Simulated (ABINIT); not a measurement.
# Beyond one shot: SiO2 (P6_222)

Aim: iterate the self-energy on SiO2 (P6_222) and follow the gap from cycle to cycle.

Method: LDA and many-body steps on it, plane waves, in ABINIT 10.8.3.

Report form: the programs' logs are mostly left out.

The database entry behind the starting cell is an old determination (1926), so it need not match the best structure at ambient conditions.

**1. Set-up**

It takes space group P6_222 (No. 180, hexagonal). The conventional cell has a = 5.013 Å, b = 5.013 Å, c = 5.470 Å, α = 90.00°, β = 90.00°, γ = 120.00°. Si has 4 O at 1.62 Å nearest. O has 2 Si at 1.62 Å nearest. Farther neighbours and most contacts between anions are not listed.

The cell and positions come from the Crystallography Open Database and are kept as given unless a step says otherwise.

**2. Empty states on the mesh, 3×3×2 mesh, 205 bands**

This step: ABINIT 10.8.3; DFT, LDA, plane waves, norm-conserving pseudopotentials.

The sums over transitions need many empty states on a uniform mesh; this step solves for them.

File run.abi:

```
acell 3*1.0 Angstrom
rprim 
  5.013000000017 -0.000000000004 0.000000000000
  -2.506500000005 4.341385349188 0.000000000000
  0.000000000000 0.000000000000 5.470000000000
ntypat 2
znucl 14 8
natom 9
typat 1 1 1 2 2 2 2 2 2
xred 
  0.500000000000 0.500000000000 0.333333333333
  0.000000000000 0.500000000000 0.666666666667
  0.500000000000 0.000000000000 -0.000000000000
  0.197000000000 0.803000000000 0.833333333333
  0.394000000000 0.197000000000 0.166666666667
  0.197000000000 0.394000000000 0.500000000000
  0.803000000000 0.197000000000 0.833333333333
  0.606000000000 0.803000000000 0.166666666667
  0.803000000000 0.606000000000 0.500000000000
pp_dirpath "pseudos"
pseudos "Si.upf, O.upf"
ecut 36
ngkpt 3 3 2
nshiftk 1
shiftk 0 0 0
kptopt 1
chksymbreak 0
iscf -2
irdden 1
istwfk *1
nband 205
nbdbuf 18
tolwfr 1e-09
nstep 60
prtvol 0
indata_prefix "in"
outdata_prefix "out"
tmpdata_prefix "tmp"
```

The run is started by

```sh
> OMP_NUM_THREADS=1 mpirun -n 4 abinit run.abi > log
```

Elapsed: 2.8 min, on 4 MPI ranks of Arm Neoverse V1, shared host; peak memory 0.51 GiB.

This step gave:

| Property | Result |
| --- | --- |
| gap | 5.373 eV |
| k of the valence top | 0, 0, 0.5 |
| k of the conduction bottom | 0, 0, 0 |
| least direct gap | 5.488 eV |
| k points computed | 6 |
| lowest point of the top converged band, above the valence top | 66.5291 eV |

On this mesh the gap is 5.373 eV.

The density comes from a self-consistent run that is not shown.

**3. Screening, 3×3×2 mesh, 187 bands, screening to 106.1 eV**

The RPA dielectric matrix is built and inverted for each q.

This step: RPA screening on LDA, plane waves, norm-conserving pseudopotentials.

run.abi: that of step 2 with these lines changed.

```diff
@@ -27,10 +27,11 @@
 chksymbreak 0
-iscf -2
-irdden 1
 istwfk *1
-nband 205
-nbdbuf 18
-tolwfr 1e-09
-nstep 60
-prtvol 0
+occopt 1
+irdwfk 1
+optdriver 3
+nband 187
+ecuteps 3.9
+inclvkb 2
+awtr 1
+symchi 1
 indata_prefix "in"
```

Elapsed: 2 min, on 4 MPI ranks; peak memory 2.1 GiB; 8 min of CPU time.

This step gave:

```
ε∞ with local fields, on this mesh, along the program's q direction : 2.367
the same without local fields                                       : 2.571
plasma frequency                                                    : 23.58 eV
plane waves in the screening matrix                                 : 303
```

Local fields lower ε∞ by 8 %. On a Γ-centred mesh this coarse the value itself is usually too large, while a short band sum pulls it down.

**4. G0W0**

The self-energy is evaluated for the states that the input lists, and the levels follow from it, in one-shot runs by the linearised quasiparticle equation.

This step: G0W0 on LDA, plane waves, norm-conserving pseudopotentials.

run.abi: that of step 3 with these lines changed.

```diff
@@ -30,8 +30,17 @@
 irdwfk 1
-optdriver 3
+optdriver 4
 nband 187
+gwcalctyp 0
+ecutsigx 36
+symsigma 1
+nkptgw 2
+kptgw 
+  0.0000000000 0.0000000000 0.5000000000
+  0.0000000000 0.0000000000 0.0000000000
+bdgw 
+  23 26
+  22 27
 ecuteps 3.9
-inclvkb 2
-awtr 1
-symchi 1
+irdscr 1
+ppmodel 1
 indata_prefix "in"
```

Wall time 18 s (4 MPI ranks); peak memory 1.7 GiB; 70 s of CPU time.

Numbers from this step:

```
G0W0 gap on the points computed              : 8.244 eV
starting gap on the mesh                     : 5.373 eV
k of the valence top                         : 0, 0, 0.5
k of the conduction bottom                   : 0, 0, 0
Z at the valence top                         : 0.813
Z at the conduction bottom                   : 0.871
least direct G0W0 gap on the computed points : 8.355 eV
```

The gap on the mesh goes from 5.37 eV to 8.24 eV, a correction of +2.87 eV.

**5. evGW0, cycle 1**

This step: evGW0 on LDA, plane waves, norm-conserving pseudopotentials.

run.abi: that of step 4 with these lines changed.

```diff
@@ -32,12 +32,20 @@
 nband 187
-gwcalctyp 0
+gwcalctyp 10
 ecutsigx 36
 symsigma 1
-nkptgw 2
+nkptgw 6
 kptgw 
+  0.0000000000 0.0000000000 0.0000000000
+  0.3333333333 0.0000000000 0.0000000000
+  0.3333333333 0.3333333333 0.0000000000
   0.0000000000 0.0000000000 0.5000000000
-  0.0000000000 0.0000000000 0.0000000000
+  0.3333333333 0.0000000000 0.5000000000
+  0.3333333333 0.3333333333 0.5000000000
 bdgw 
-  23 26
-  22 27
+  7 35
+  7 35
+  7 35
+  7 35
+  7 35
+  7 35
 ecuteps 3.9
```

The job ended after 6.1 min (4 MPI ranks; peak memory 2.6 GiB).

This step gave:

* quasiparticle gap on the mesh: 8.784 eV
* gap of the density functional on the mesh: 5.373 eV
* k of the valence top: 0, 0, 0.5
* k of the conduction bottom: 0, 0, 0
* Z at the valence top: 0.813
* Z at the conduction bottom: 0.871
* least direct quasiparticle gap on the computed points: 8.893 eV

Against G0W0 in ABINIT (3×3×2 mesh, 187 bands, screening to 106.1 eV, Godby-Needs plasmon pole), the gap moves by +0.540 eV. This first cycle still uses the starting levels; it takes the full correction, at all points of the mesh, and its linearised value is 8.244 eV.

**6. evGW0, cycle 2**

The corrected levels of the last cycle go back in.

run.abi: that of step 5 with these lines changed.

```diff
@@ -53,2 +53,3 @@
 ppmodel 1
+irdqps 1
 indata_prefix "in"
```

Run time: 6.1 min. Hardware: 4 MPI ranks; peak memory 2.6 GiB; 24 min of CPU time.

This step gave:

```yaml
quasiparticle_gap_on_the_mesh: 8.681 eV
gap_of_the_density_functional_on_the_mesh: 5.373 eV
k_of_the_valence_top: 0, 0, 0.5
k_of_the_conduction_bottom: 0, 0, 0
least_direct_quasiparticle_gap_on_the_computed_points: 8.792 eV
```

Against the cycle before, the gap moves by −0.103 eV.

**7. evGW0, cycle 3**

run.abi is that of step 6.

It took 6.1 min on 4 MPI ranks; peak memory 2.6 GiB.

Numbers from this step:

| Property | Result |
| --- | --- |
| quasiparticle gap on the mesh | 8.676 eV |
| gap of the density functional on the mesh | 5.373 eV |
| k of the valence top | 0, 0, 0.5 |
| k of the conduction bottom | 0, 0, 0 |
| least direct quasiparticle gap on the computed points | 8.787 eV |

Against the cycle before, the gap moves by −0.005 eV.

**8. Screening, 3×3×2 mesh, 187 bands, screening to 106.1 eV**

This step: RPA screening on LDA, plane waves, norm-conserving pseudopotentials.

run.abi: that of step 7 with these lines changed.

```diff
@@ -30,26 +30,13 @@
 irdwfk 1
-optdriver 4
+optdriver 3
 nband 187
+ecuteps 3.9
+inclvkb 2
+awtr 1
+symchi 1
 gwcalctyp 10
-ecutsigx 36
-symsigma 1
-nkptgw 6
-kptgw 
-  0.0000000000 0.0000000000 0.0000000000
-  0.3333333333 0.0000000000 0.0000000000
-  0.3333333333 0.3333333333 0.0000000000
-  0.0000000000 0.0000000000 0.5000000000
-  0.3333333333 0.0000000000 0.5000000000
-  0.3333333333 0.3333333333 0.5000000000
-bdgw 
-  7 35
-  7 35
-  7 35
-  7 35
-  7 35
-  7 35
-ecuteps 3.9
-irdscr 1
-ppmodel 1
-irdqps 1
+mbpt_sciss 3.646 eV
+nqptdm 1
+qptdm 
+  0 0 0
 indata_prefix "in"
```

Elapsed: 69 s, on 4 MPI ranks; peak memory 2.2 GiB.

Numbers from this step:

| Item | Value |
| --- | --- |
| ε∞ with local fields, on this mesh, along the program's q direction | 2.084 |
| the same without local fields | 2.228 |
| plasma frequency | 23.58 eV |
| plane waves in the screening matrix | 303 |

This screening uses the functional's bands under a rigid shift, the mean opening of the cycle before.

**9. Screening, 3×3×2 mesh, 187 bands, screening to 106.1 eV**

This step: RPA screening on LDA from quasiparticle energies, plane waves, norm-conserving pseudopotentials.

run.abi: that of step 8 with these lines changed.

```diff
@@ -36,7 +36,11 @@
 symchi 1
+irdqps 1
 gwcalctyp 10
-mbpt_sciss 3.646 eV
-nqptdm 1
+nqptdm 5
 qptdm 
-  0 0 0
+  0.3333333333 0.0000000000 0.0000000000
+  0.3333333333 0.3333333333 0.0000000000
+  0.0000000000 0.0000000000 0.5000000000
+  0.3333333333 0.0000000000 0.5000000000
+  0.3333333333 0.3333333333 0.5000000000
 indata_prefix "in"
```

File mrgscr.stdin:

```
2
merged
q0_SCR
out_SCR
1
```

The run is started by

```sh
> OMP_NUM_THREADS=1 mpirun -n 4 abinit run.abi > log; mrgscr < mrgscr.stdin
```

Wall time 66 s (4 MPI ranks); peak memory 1.9 GiB.

This step gave:

| Quantity | Value |
| --- | --- |
| plasma frequency | 23.58 eV |
| plane waves in the screening matrix | 303 |

This screening reads the quasiparticle levels of the cycle before.

**10. evGW, cycle 1**

This step: evGW on LDA, plane waves, norm-conserving pseudopotentials.

run.abi: that of step 9 with these lines changed.

```diff
@@ -30,12 +30,10 @@
 irdwfk 1
-optdriver 3
+optdriver 4
 nband 187
-ecuteps 3.9
-inclvkb 2
-awtr 1
-symchi 1
-irdqps 1
 gwcalctyp 10
-nqptdm 5
-qptdm 
+ecutsigx 36
+symsigma 1
+nkptgw 6
+kptgw 
+  0.0000000000 0.0000000000 0.0000000000
   0.3333333333 0.0000000000 0.0000000000
@@ -45,2 +43,13 @@
   0.3333333333 0.3333333333 0.5000000000
+bdgw 
+  7 35
+  7 35
+  7 35
+  7 35
+  7 35
+  7 35
+ecuteps 3.9
+irdscr 1
+ppmodel 1
+irdqps 1
 indata_prefix "in"
```

The run is started by

```sh
> OMP_NUM_THREADS=1 mpirun -n 4 abinit run.abi > log
```

Run time: 6.2 min. Hardware: 4 MPI ranks; peak memory 2.6 GiB.

Numbers from this step:

```
quasiparticle gap on the mesh                         : 9.298 eV
gap of the density functional on the mesh             : 5.373 eV
k of the valence top                                  : 0, 0, 0.5
k of the conduction bottom                            : 0, 0, 0
least direct quasiparticle gap on the computed points : 9.408 eV
```

Against G0W0 in ABINIT (3×3×2 mesh, 187 bands, screening to 106.1 eV, Godby-Needs plasmon pole), the gap moves by +1.054 eV.

**11. Screening, 3×3×2 mesh, 187 bands, screening to 106.1 eV**

This step: RPA screening on LDA, plane waves, norm-conserving pseudopotentials.

run.abi: that of step 10 with these lines changed.

```diff
@@ -30,26 +30,13 @@
 irdwfk 1
-optdriver 4
+optdriver 3
 nband 187
+ecuteps 3.9
+inclvkb 2
+awtr 1
+symchi 1
 gwcalctyp 10
-ecutsigx 36
-symsigma 1
-nkptgw 6
-kptgw 
-  0.0000000000 0.0000000000 0.0000000000
-  0.3333333333 0.0000000000 0.0000000000
-  0.3333333333 0.3333333333 0.0000000000
-  0.0000000000 0.0000000000 0.5000000000
-  0.3333333333 0.0000000000 0.5000000000
-  0.3333333333 0.3333333333 0.5000000000
-bdgw 
-  7 35
-  7 35
-  7 35
-  7 35
-  7 35
-  7 35
-ecuteps 3.9
-irdscr 1
-ppmodel 1
-irdqps 1
+mbpt_sciss 4.293 eV
+nqptdm 1
+qptdm 
+  0 0 0
 indata_prefix "in"
```

Run time: 65 s. Hardware: 4 MPI ranks; peak memory 2.2 GiB.

This step gave:

```yaml
eps_infinity_with_local_fields_on_this_mesh_along_the_program_s_q_direction: 2.046
the_same_without_local_fields: 2.184
plasma_frequency: 23.58 eV
plane_waves_in_the_screening_matrix: 303
```

This screening uses the functional's bands under a rigid shift, the mean opening of the cycle before.

**12. Screening, 3×3×2 mesh, 187 bands, screening to 106.1 eV**

This step: RPA screening on LDA from quasiparticle energies, plane waves, norm-conserving pseudopotentials.

run.abi: that of step 11 with these lines changed.

```diff
@@ -36,7 +36,11 @@
 symchi 1
+irdqps 1
 gwcalctyp 10
-mbpt_sciss 4.293 eV
-nqptdm 1
+nqptdm 5
 qptdm 
-  0 0 0
+  0.3333333333 0.0000000000 0.0000000000
+  0.3333333333 0.3333333333 0.0000000000
+  0.0000000000 0.0000000000 0.5000000000
+  0.3333333333 0.0000000000 0.5000000000
+  0.3333333333 0.3333333333 0.5000000000
 indata_prefix "in"
```

mrgscr.stdin is that of step 9.

The run is started by

```sh
> OMP_NUM_THREADS=1 mpirun -n 4 abinit run.abi > log; mrgscr < mrgscr.stdin
```

It took 60 s on 4 MPI ranks; peak memory 1.9 GiB.

This step gave:

```
plasma frequency                    : 23.58 eV
plane waves in the screening matrix : 303
```

This screening reads the quasiparticle levels of the cycle before.

**13. evGW, cycle 2**

This step: evGW on LDA, plane waves, norm-conserving pseudopotentials.

run.abi: that of step 12 with these lines changed.

```diff
@@ -30,12 +30,10 @@
 irdwfk 1
-optdriver 3
+optdriver 4
 nband 187
-ecuteps 3.9
-inclvkb 2
-awtr 1
-symchi 1
-irdqps 1
 gwcalctyp 10
-nqptdm 5
-qptdm 
+ecutsigx 36
+symsigma 1
+nkptgw 6
+kptgw 
+  0.0000000000 0.0000000000 0.0000000000
   0.3333333333 0.0000000000 0.0000000000
@@ -45,2 +43,13 @@
   0.3333333333 0.3333333333 0.5000000000
+bdgw 
+  7 35
+  7 35
+  7 35
+  7 35
+  7 35
+  7 35
+ecuteps 3.9
+irdscr 1
+ppmodel 1
+irdqps 1
 indata_prefix "in"
```

The run is started by

```sh
> OMP_NUM_THREADS=1 mpirun -n 4 abinit run.abi > log
```

Elapsed: 6.1 min, on 4 MPI ranks; peak memory 2.6 GiB; 24 min of CPU time.

This step gave:

- quasiparticle gap on the mesh: 9.374 eV
- gap of the density functional on the mesh: 5.373 eV
- k of the valence top: 0, 0, 0.5
- k of the conduction bottom: 0, 0, 0
- least direct quasiparticle gap on the computed points: 9.484 eV

Against the cycle before, the gap moves by +0.076 eV.

**14. Screening, 3×3×2 mesh, 187 bands, screening to 106.1 eV**

This step: RPA screening on LDA, plane waves, norm-conserving pseudopotentials.

run.abi: that of step 13 with these lines changed.

```diff
@@ -30,26 +30,13 @@
 irdwfk 1
-optdriver 4
+optdriver 3
 nband 187
+ecuteps 3.9
+inclvkb 2
+awtr 1
+symchi 1
 gwcalctyp 10
-ecutsigx 36
-symsigma 1
-nkptgw 6
-kptgw 
-  0.0000000000 0.0000000000 0.0000000000
-  0.3333333333 0.0000000000 0.0000000000
-  0.3333333333 0.3333333333 0.0000000000
-  0.0000000000 0.0000000000 0.5000000000
-  0.3333333333 0.0000000000 0.5000000000
-  0.3333333333 0.3333333333 0.5000000000
-bdgw 
-  7 35
-  7 35
-  7 35
-  7 35
-  7 35
-  7 35
-ecuteps 3.9
-irdscr 1
-ppmodel 1
-irdqps 1
+mbpt_sciss 4.367 eV
+nqptdm 1
+qptdm 
+  0 0 0
 indata_prefix "in"
```

Run time: 65 s. Hardware: 4 MPI ranks; peak memory 2.2 GiB; 4.3 min of CPU time.

This step gave:

```yaml
eps_infinity_with_local_fields_on_this_mesh_along_the_program_s_q_direction: 2.042
the_same_without_local_fields: 2.179
plasma_frequency: 23.58 eV
plane_waves_in_the_screening_matrix: 303
```

This screening uses the functional's bands under a rigid shift, the mean opening of the cycle before.

**15. Screening, 3×3×2 mesh, 187 bands, screening to 106.1 eV**

This step: RPA screening on LDA from quasiparticle energies, plane waves, norm-conserving pseudopotentials.

run.abi: that of step 14 with these lines changed.

```diff
@@ -36,7 +36,11 @@
 symchi 1
+irdqps 1
 gwcalctyp 10
-mbpt_sciss 4.367 eV
-nqptdm 1
+nqptdm 5
 qptdm 
-  0 0 0
+  0.3333333333 0.0000000000 0.0000000000
+  0.3333333333 0.3333333333 0.0000000000
+  0.0000000000 0.0000000000 0.5000000000
+  0.3333333333 0.0000000000 0.5000000000
+  0.3333333333 0.3333333333 0.5000000000
 indata_prefix "in"
```

mrgscr.stdin is that of step 12.

The run is started by

```sh
> OMP_NUM_THREADS=1 mpirun -n 4 abinit run.abi > log; mrgscr < mrgscr.stdin
```

Run time: 60 s. Hardware: 4 MPI ranks; peak memory 1.9 GiB.

This step gave:

* plasma frequency: 23.58 eV
* plane waves in the screening matrix: 303

This screening reads the quasiparticle levels of the cycle before.

**16. evGW, cycle 3**

This step: evGW on LDA, plane waves, norm-conserving pseudopotentials.

run.abi: that of step 15 with these lines changed.

```diff
@@ -30,12 +30,10 @@
 irdwfk 1
-optdriver 3
+optdriver 4
 nband 187
-ecuteps 3.9
-inclvkb 2
-awtr 1
-symchi 1
-irdqps 1
 gwcalctyp 10
-nqptdm 5
-qptdm 
+ecutsigx 36
+symsigma 1
+nkptgw 6
+kptgw 
+  0.0000000000 0.0000000000 0.0000000000
   0.3333333333 0.0000000000 0.0000000000
@@ -45,2 +43,13 @@
   0.3333333333 0.3333333333 0.5000000000
+bdgw 
+  7 35
+  7 35
+  7 35
+  7 35
+  7 35
+  7 35
+ecuteps 3.9
+irdscr 1
+ppmodel 1
+irdqps 1
 indata_prefix "in"
```

The run is started by

```sh
> OMP_NUM_THREADS=1 mpirun -n 4 abinit run.abi > log
```

Wall time 6.1 min (4 MPI ranks); peak memory 2.6 GiB; 24 min of CPU time.

This step gave:

| Property | Result |
| --- | --- |
| quasiparticle gap on the mesh | 9.381 eV |
| gap of the density functional on the mesh | 5.373 eV |
| k of the valence top | 0, 0, 0.5 |
| k of the conduction bottom | 0, 0, 0 |
| least direct quasiparticle gap on the computed points | 9.491 eV |

Against the cycle before, the gap moves by +0.007 eV.

**17. Side by side**

Times are wall times on 4 MPI ranks of Arm Neoverse V1, shared host, good to a factor of about two. A run's time includes the screening step that it read.

```csv
run,mesh,bands,screening cutoff (eV),DFT gap (eV),gap on the mesh (eV),direct (eV),ε∞ used,time
G0W0,3×3×2,187,106.1,5.373,8.244,8.355,2.37,2.3 min
"evGW0, cycle 1",3×3×2,187,106.1,5.373,8.784,8.893,2.37,8.1 min
"evGW0, cycle 2",3×3×2,187,106.1,5.373,8.681,8.792,2.37,8.1 min
"evGW0, cycle 3",3×3×2,187,106.1,5.373,8.676,8.787,2.37,8.1 min
"evGW, cycle 1",3×3×2,187,106.1,5.373,9.298,9.408,2.08,8.4 min
"evGW, cycle 2",3×3×2,187,106.1,5.373,9.374,9.484,2.05,8.2 min
"evGW, cycle 3",3×3×2,187,106.1,5.373,9.381,9.491,2.04,8.2 min
```

**18. Summary of results**

```json
{"G0W0": "8.244 eV", "evGW0, cycle 1": "8.784 eV", "evGW0, cycle 2": "8.681 eV", "evGW0, cycle 3": "8.676 eV", "evGW, cycle 1": "9.298 eV", "evGW, cycle 2": "9.374 eV", "evGW, cycle 3": "9.381 eV", "known limits": "not at the basis limit; coarse k mesh"}
```

What this shows: Only the bands that the input lists are updated; the others, empty or deep, keep the functional's energies or take a rigid shift. The evGW loop starts from the last levels of evGW0, so its cycles and time come on top of those. evGW0 ends at 8.68 eV, +0.43 eV from G0W0, after 3 cycles that took 18 min beside the first screening; the last moved the gap by 0.005 eV. evGW ends at 9.38 eV, +1.14 eV from G0W0, after 3 cycles that took 25 min beside the first screening; the last moved the gap by 0.007 eV. The first cycle of evGW0 takes the full correction, without the factor Z, so it overshoots the one-shot value. Bands and cutoff are finite, so the gap is not at the basis limit. The miss can reach some tenths of an eV and take either sign; the mesh is an error of its own. The 3×3×2 mesh is coarse for this cell, which bears on the long-range parts of exchange and screening. In the updated screening the q = 0 part is built from Kohn-Sham bands under a rigid shift, the other q from the quasiparticle levels.

[Paths, hosts, dates, memory and timing lines, banners, echoed tables and standing remarks are left out of the program output.]

[Logs are printed without paths, hosts, clocks, repeated set-up lines and the standing remarks that a program may print on its own settings, such as how far it seeks lower states.]

[Runs of the session that timed out or met a known fault of the program may be left out.]

[Hosts, paths, dates, database ids (printed as entryN), source tags and the programs' standing remarks are cut or masked in the printed files.]

[G0W0 gaps are taken among the corrected bands and points alone; a level outside them can change the order at an edge.]

[Where Ansatz stands beside ABINIT at settings called matched, ABINIT's density can come from a denser mesh and the files from another edition; pairs whose starting gaps differed by over 0.03 eV were left out, so agreement reads better than it is.]
